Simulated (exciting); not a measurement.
# Core excitons at the S L₂,₃ edge of KLuS2, part 2 of 3

How far do the exchange and direct terms reshape the S L₂,₃ edge of KLuS2?

exciting sodium; X-ray absorption, core-level Bethe-Salpeter equation, exchange and statically screened direct term, Tamm-Dancoff, all-electron LAPW+lo LDA.

So far. Step 3 (A richer basis for the empty states): Against the first ground state the total energy moves by -6 meV an atom and the gap by 0.00 eV.

## (4) Screening, kernels and BSE for S atom 3

The absorber has 3 Lu at 2.71 Å and 3 K at 3.15 Å (distorted octahedral, site symmetry 3m).

Contents of input.xml:

```
<input>
  <title>KLuS2</title>
  <structure speciespath="." autormt="false" epslat="1.0e-5">
    <crystal>
      <basevect>3.7312642324 2.1542464090 13.7767333546</basevect>
      <basevect>-3.7312642324 2.1542464090 13.7767333546</basevect>
      <basevect>0.0000000000 -4.3084928179 13.7767333546</basevect>
    </crystal>
    <species speciesfile="Lu.xml" rmt="2.300">
      <atom coord="0.5000000000 0.5000000000 0.5000000000"/>
    </species>
    <species speciesfile="K.xml" rmt="2.464">
      <atom coord="0.0000000000 0.0000000000 0.0000000000"/>
    </species>
    <species speciesfile="S.xml" rmt="2.300">
      <atom coord="0.7663100000 0.7663100000 0.7663100000"/>
      <atom coord="0.2336900000 0.2336900000 0.2336900000"/>
    </species>
  </structure>
  <groundstate do="skip" xctype="LDA_PW" ngridk="3 3 3" rgkmax="7" gmaxvr="14" nempty="8" swidth="0.001" maxscl="100" epsengy="1e-5"/>
  <xs xstype="BSE" ngridk="3 3 3" ngridq="3 3 3" vkloff="0.097 0.273 0.493" rgkmax="7" nempty="48" gqmax="3" lmaxapwwf="5" lmaxemat="3" broad="0.01654" tevout="true">
    <energywindow intv="5.083 6.747" points="452"/>
    <screening screentype="full" nempty="74"/>
    <BSE xas="true" xasspecies="3" xasatom="1" xasedge="L23" bsetype="singlet" nstlxas="1 44"/>
    <qpointset>
      <qpoint>0 0 0</qpoint>
    </qpointset>
    <plan>
      <doonly task="xsgeneigvec"/>
      <doonly task="writepmatxs"/>
      <doonly task="scrgeneigvec"/>
      <doonly task="scrwritepmat"/>
      <doonly task="screen"/>
      <doonly task="scrcoulint"/>
    </plan>
  </xs>
</input>
```

Contents of input.xml for the exchange start (cutoff and plan only):

```
  gqmax="2.5"
  <plan>
    <doonly task="exccoulint"/>
  </plan>
```

Contents of input.xml for the last start (plan only):

```
  <plan>
    <doonly task="bse"/>
  </plan>
```

The run is started by

```sh
$ OMP_NUM_THREADS=1 mpirun -n 4 exciting
$ OMP_NUM_THREADS=1 mpirun -n 4 exciting
$ OMP_NUM_THREADS=4 exciting
```

Numbers of over 12 decimals in the logs are rounded to 6 here.

The program printed:

```text
| EXCITING SODIUM started for task xsgeneigvec ( 301)                          =
One-shot GS runs for BSE calculations
One-shot GS runs for k+qmt/2 grids
Info(xsgeneigvec): Generating eigenvectors for Q-point      1
Info(xsgeneigvec): Generation of eigenvectors finished
| EXCITING SODIUM started for task writepmatxs ( 320)                          =
Info(writepmatxs): Momentum matrix elements finished
| EXCITING SODIUM started for task scrgeneigvec ( 401)                         =
One-shot GS runs for BSE calculations
One-shot GS runs for k+qmt/2 grids
Info(xsgeneigvec): Generating eigenvectors for Q-point      1
Using screening GS parameters.
Info(xsgeneigvec): Generation of eigenvectors finished
| EXCITING SODIUM started for task scrwritepmat ( 420)                         =
Info(writepmatxs): Momentum matrix elements finished
Info(scrwritepmat): Momentum matrix elements for screening finished
| EXCITING SODIUM started for task screen ( 430)                               =
Info(screenlauncher): Calculating screening for unshifted q-grid.
Info(screenlauncher): Number of q points:       6
Info(screenlauncher): lowest (partially)  unoccupied state:     24
Info(screenlauncher): highest (partially) occupied state  :     23
Info(screenlauncher): number of occupied states considered:   23
Info(screenlauncher): number of unoccupied states considered:   75
Info(screenlauncher): Starting loop over q-points
Info(screenlauncher): Screening for unshifted q-grid finished
Info(screenlauncher): Screening finished
| EXCITING SODIUM started for task scrcoulint ( 440)                           =
Info(scrcoulintlauncher): Setting up screened Coulomb interaction matrix W.
Info(scrcoulintlauncher): Using momentum transfer vectors from list :   1 to  1
Info(scrcoulintlauncher): Calculating screened Coulomb interaction matrix W
Info(scrcoulintlauncher): Momentum transfer list index: iqmt=  1
Info(scrcoulintlauncher): Momentum transfer: vqmtl=   0.000   0.000   0.000
Info(scrcoulintlauncher): Calculating RR block of W
Info(scrcoulint): Inspecting occupations...
Info(setranges_modxs): Number of non-reduced k-points:       27
Info(setranges_modxs): Number of states considered:       72
Info(setranges_modxs): Number of (partially) occupied states:       10
Info(setranges_modxs): Highest (partially) occupied states:       23
Info(setranges_modxs): Number of (partially) unoccupied states:       49
Info(setranges_modxs): Lowest (partially) unoccupied states:       24
Info(scrcoulint): Selecting transitions...
Info(select_transitions): Inspecting transitions in the  band interval:
  lowest occupied state:   5
  highest occupied state:  10
  lowest unoccupied state:  24
  highest unoccupied state:  67
  Opening gap with a scissor of:      0.000/H      0.000/eV
Info(select_transitions): Number of participating transitions:    7128
Info(scrcoulint): Size of file SCCLI will be about     0.392572 GB
Info(scrcoulint): Using q-grid
Info(scrcoulint): Number of reduced q-points:      6
Info(scrcoulint): Number of non-reduced q-points:     27
Info(scrcoulint): Calculating W(G1,G2,qr) fourier coefficients
Info(scrcoulint): Calculating W matrix elements
Info(scrcoulintlauncher): Screened coulomb interaction finished for iqmt=   1
| EXCITING SODIUM started for task exccoulint ( 441)                           =
Info(exccoulintlauncher): Setting up exchange interaction matrix V.
Info(exccoulintlauncher): Using momentum transfer vectors from list :   1 to  1
Info(exccoulintlauncher):Calculating exchange interaction matrix V
Info(exccoulintlauncher): Momentum transfer list index: iqmt=  1
Info(exccoulintlauncher): Momentum transfer: vqmtl=   0.000   0.000   0.000
Info(exccoulintlauncher): Calculating RR block of V
Info(exccoulint): Inspecting occupations...
Info(setranges_modxs): Number of non-reduced k-points:       27
Info(setranges_modxs): Number of states considered:       72
Info(setranges_modxs): Number of (partially) occupied states:       10
Info(setranges_modxs): Highest (partially) occupied states:       23
Info(setranges_modxs): Number of (partially) unoccupied states:       49
Info(setranges_modxs): Lowest (partially) unoccupied states:       24
Info(exccoulint): Selecting transitions...
Info(select_transitions): Inspecting transitions in the  band interval:
  lowest occupied state:   5
  highest occupied state:  10
  lowest unoccupied state:  24
  highest unoccupied state:  67
  Opening gap with a scissor of:      0.000/H      0.000/eV
Info(select_transitions): Number of participating transitions:    7128
Info(exccoulint): Size of file EXCLI will be about     0.392572 GB
Info(exccoulint): Generating plane wave matrix elements for momentum transfer iqmt=   1
  Timing (in seconds)	   :    1268.615
Info(exccoulint): Generating V matrix elements
Info(exccoulint): Zeroing Coulomb potential at G+qmt index:  1
Info(exccoulintlauncher): Exchange interaction finished for iqmt=   1
| EXCITING SODIUM started for task bse ( 445)                                  =
Info(bselauncher): Init time:    1.752183
Info(bselauncher): Setting up and diagonalizing BSE Hamiltonian.
Info(bselauncher): Using momentum transfer vectors from list :   1 to  1
Info(bselauncher): Distributing qmt-points over   1 processes.
Info(bselauncher): BSE type: singlet
Info(bselauncher): Momentum transfer list index: iqmt=  1
Info(bselauncher): Momentum transfer: vqmtl=   0.000   0.000   0.000
Info(bse): Inspecting occupations...
Info(setranges_modxs): Number of non-reduced k-points:       27
Info(setranges_modxs): Number of states considered:       72
Info(setranges_modxs): Number of (partially) occupied states:       10
Info(setranges_modxs): Highest (partially) occupied states:       23
Info(setranges_modxs): Number of (partially) unoccupied states:       49
Info(setranges_modxs): Lowest (partially) unoccupied states:       24
Info(select_transitions): Inspecting transitions in the  band interval:
  lowest occupied state:   5
  highest occupied state:  10
  lowest unoccupied state:  24
  highest unoccupied state:  67
  Opening gap with a scissor of:      0.000/H      0.000/eV
Info(select_transitions): Number of participating transitions:    7128
Info(bse): Selecting transitions...
Info(bse):bsegap (eV):   150.236445
Info(bse): Assembling BSE matrix
  RR/RA blocks of global BSE-Hamiltonian:
  Size of the Hamiltonian:    7128
  Number of k-points:      27
  Distributing matrix to   1 processes
  Local matrix shape   7128 x  7128
Info(bse): max local RAM needed for BSE matrices ~     0.757104 GB
Info(setup_bse_block): Setting up RR part of hamiltonian
Info(setup_bse_block): Singlet spin state
Info(bse): Diagonalizing RR Hamiltonian (TDA)
Info(bse): Invoking Lapack routine ZHEEVR
      7128 eigen solutions found in the interval:
         i1=       1 i2=    7128
Info(bse): Writing excition energies and oscillator strengths to text file.
Info(makespectrum_dist): Making spectrum using formula for coupling with time reversed AR basis.
Info(makespectrum_dist): Using formalism for vanishing momentum transfer.
Info(writederived): Writing quantities derived from the macroscopic dielectric function.
Info(bselauncher): Spectrum finished for iqmt=  1
Info(bselauncher): All done for BSE type singlet
```

Elapsed: 40 min, on 4 MPI ranks of Intel Xeon at 2.70GHz, shared host.

Wall time by task: xsgeneigvec 12 s, writepmatxs 9.7 s, scrgeneigvec 9.4 s, scrwritepmat 7.8 s, screen 3.4 min, scrcoulint 7.8 min, exccoulint 21 min, bse 6.3 min.

The S L₂,₃ spectrum of S atom 3 (energy from the Kohn–Sham onset, core level to the lowest empty state found on the meshes used, 150.24 eV; the shifted mesh sets it, since it comes nearer the band minimum than the ground-state mesh; Im ε scaled to the maximum of the singlet run; cut below the end of the band set):

```csv
E (eV),isotropic,ε ⊥ c,ε ∥ c
-3.0,0.02,0.02,0.02
-2.5,0.03,0.03,0.03
-2.0,0.04,0.04,0.04
-1.5,0.06,0.05,0.06
-1.0,0.10,0.10,0.11
-0.5,0.16,0.15,0.16
0.0,0.20,0.20,0.19
0.5,0.30,0.31,0.27
1.0,0.36,0.37,0.35
1.5,0.44,0.43,0.47
2.0,0.51,0.49,0.54
2.5,0.46,0.46,0.47
3.0,0.44,0.44,0.43
3.5,0.41,0.41,0.41
4.0,0.38,0.38,0.37
4.5,0.39,0.40,0.37
5.0,0.41,0.42,0.41
5.5,0.43,0.42,0.44
6.0,0.44,0.44,0.44
6.5,0.48,0.49,0.46
7.0,0.53,0.55,0.51
7.5,0.60,0.63,0.55
8.0,0.67,0.67,0.65
8.5,0.73,0.71,0.79
9.0,0.83,0.81,0.87
9.5,0.88,0.86,0.91
10.0,0.98,0.97,1.01
10.5,0.97,0.98,0.95
11.0,0.93,0.94,0.91
11.5,0.91,0.93,0.87
12.0,0.86,0.89,0.80
12.5,0.79,0.79,0.78
13.0,0.80,0.79,0.81
13.5,0.80,0.80,0.81
14.0,0.80,0.78,0.83
14.5,0.87,0.86,0.89
15.0,0.85,0.85,0.84
15.5,0.81,0.81,0.82
16.0,0.80,0.82,0.76
16.5,0.77,0.80,0.71
17.0,0.70,0.71,0.68
17.5,0.63,0.64,0.63
18.0,0.60,0.59,0.60
18.5,0.57,0.56,0.59
19.0,0.59,0.57,0.64
19.5,0.60,0.57,0.65
20.0,0.60,0.56,0.67
20.5,0.57,0.55,0.62
21.0,0.57,0.57,0.57
```

Maxima (height): 2.0 eV (0.51), 10.2 eV (1.00), 13.3 eV (0.81), 14.6 eV (0.88) and 20.1 eV (0.60).

The Hamiltonian has 7128 rows. The lowest groups of eigenvalues and the brightest ones, on the scale above. Core spinors bring spin-forbidden partners, so dark means forbidden by spin or by symmetry, and the shifted mesh splits states that symmetry would keep together:

```csv
energy (eV),states within 10 meV,relative strength
-0.853,4,0.39
-0.779,4,0.39
-0.415,4,0.61
-0.274,4,0.25
-0.215,4,0.21
-0.101,4,0.018
0.592,4,0.92
2.031,6,0.78
10.028,6,0.94
10.051,4,0.81
10.112,6,1.00
10.238,8,0.72
14.738,6,0.68
```

## (5) Independent particles

Changes to input.xml since step 4:

```diff
@@ -23,3 +23,3 @@
     <screening screentype="full" nempty="74"/>
-    <BSE xas="true" xasspecies="3" xasatom="1" xasedge="L23" bsetype="singlet" nstlxas="1 44"/>
+    <BSE xas="true" xasspecies="3" xasatom="1" xasedge="L23" bsetype="IP" nstlxas="1 44"/>
     <qpointset>
@@ -28,8 +28,3 @@
     <plan>
-      <doonly task="xsgeneigvec"/>
-      <doonly task="writepmatxs"/>
-      <doonly task="scrgeneigvec"/>
-      <doonly task="scrwritepmat"/>
-      <doonly task="screen"/>
-      <doonly task="scrcoulint"/>
+      <doonly task="bse"/>
     </plan>
```

The run is started by

```sh
$ OMP_NUM_THREADS=4 exciting
```

The program printed:

```text
| EXCITING SODIUM started for task bse ( 445)                                  =
Info(bselauncher): Init time:    2.740331
Info(bselauncher): Setting up and diagonalizing BSE Hamiltonian.
Info(bselauncher): Using momentum transfer vectors from list :   1 to  1
Info(bselauncher): Distributing qmt-points over   1 processes.
Info(bselauncher): BSE type: IP
Info(bselauncher): Momentum transfer list index: iqmt=  1
Info(bselauncher): Momentum transfer: vqmtl=   0.000   0.000   0.000
Info(bse): Inspecting occupations...
Info(setranges_modxs): Number of non-reduced k-points:       27
[...]
highest unoccupied state:  67
  Opening gap with a scissor of:      0.000/H      0.000/eV
Info(select_transitions): Number of participating transitions:    7128
Info(bse): Selecting transitions...
Info(bse):bsegap (eV):   150.236445
Info(bse): IP requested, nothing much to do
Info(bse): Writing excition energies and oscillator strengths to text file.
Info(makespectrum_dist): Making spectrum using formula for coupling with time reversed AR basis.
Info(makespectrum_dist): Using formalism for vanishing momentum transfer.
Info(writederived): Writing quantities derived from the macroscopic dielectric function.
Info(bselauncher): Spectrum finished for iqmt=  1
Info(bselauncher): All done for BSE type IP
```

Wall time 4.5 s (4 threads).

Maxima (height): 6.1 eV (0.35), 12.8 eV (0.87) and 17.7 eV (0.94). Against the singlet run the r.m.s. difference is 38 %. Moving the earlier curve by +3.2 eV leaves 15 %. The highest maximum lies at 17.7 eV (0.94), against 10.2 eV (1.00).

## (6) Exchange alone

Changes to input.xml since step 5:

```diff
@@ -23,3 +23,3 @@
     <screening screentype="full" nempty="74"/>
-    <BSE xas="true" xasspecies="3" xasatom="1" xasedge="L23" bsetype="IP" nstlxas="1 44"/>
+    <BSE xas="true" xasspecies="3" xasatom="1" xasedge="L23" bsetype="RPA" nstlxas="1 44"/>
     <qpointset>
```

The run is started by

```sh
$ OMP_NUM_THREADS=4 exciting
```

The program printed:

```text
| EXCITING SODIUM started for task bse ( 445)                                  =
Info(bselauncher): Init time:    2.389355
Info(bselauncher): Setting up and diagonalizing BSE Hamiltonian.
Info(bselauncher): Using momentum transfer vectors from list :   1 to  1
Info(bselauncher): Distributing qmt-points over   1 processes.
Info(bselauncher): BSE type: RPA
Info(bselauncher): Momentum transfer list index: iqmt=  1
Info(bselauncher): Momentum transfer: vqmtl=   0.000   0.000   0.000
Info(bse): Inspecting occupations...
Info(setranges_modxs): Number of non-reduced k-points:       27
[...]
Info(setup_bse_block): Setting up RR part of hamiltonian
Info(setup_bse_block): Using RPA approximation
Info(bse): Diagonalizing RR Hamiltonian (TDA)
Info(bse): Invoking Lapack routine ZHEEVR
      7128 eigen solutions found in the interval:
         i1=       1 i2=    7128
Info(bse): Writing excition energies and oscillator strengths to text file.
Info(makespectrum_dist): Making spectrum using formula for coupling with time reversed AR basis.
Info(makespectrum_dist): Using formalism for vanishing momentum transfer.
Info(writederived): Writing quantities derived from the macroscopic dielectric function.
Info(bselauncher): Spectrum finished for iqmt=  1
Info(bselauncher): All done for BSE type RPA
```

Elapsed: 7.3 min, on 4 threads.

Maxima (height): 6.1 eV (0.33), 12.9 eV (0.83) and 17.8 eV (0.95). The spectrum differs from the independent-particle run by 4 % r.m.s.

(Part 2 of 3 ends here.)

[Banner, clock and machine lines of the logs are left out without a mark of their own.]

[Logs are printed without paths, hosts, clocks, repeated set-up lines and the standing remarks that a program may print on its own settings, such as how far it seeks lower states.]

[Hosts, paths, dates, database ids (printed as entryN), source tags and the programs' standing remarks are cut or masked in the printed files.]
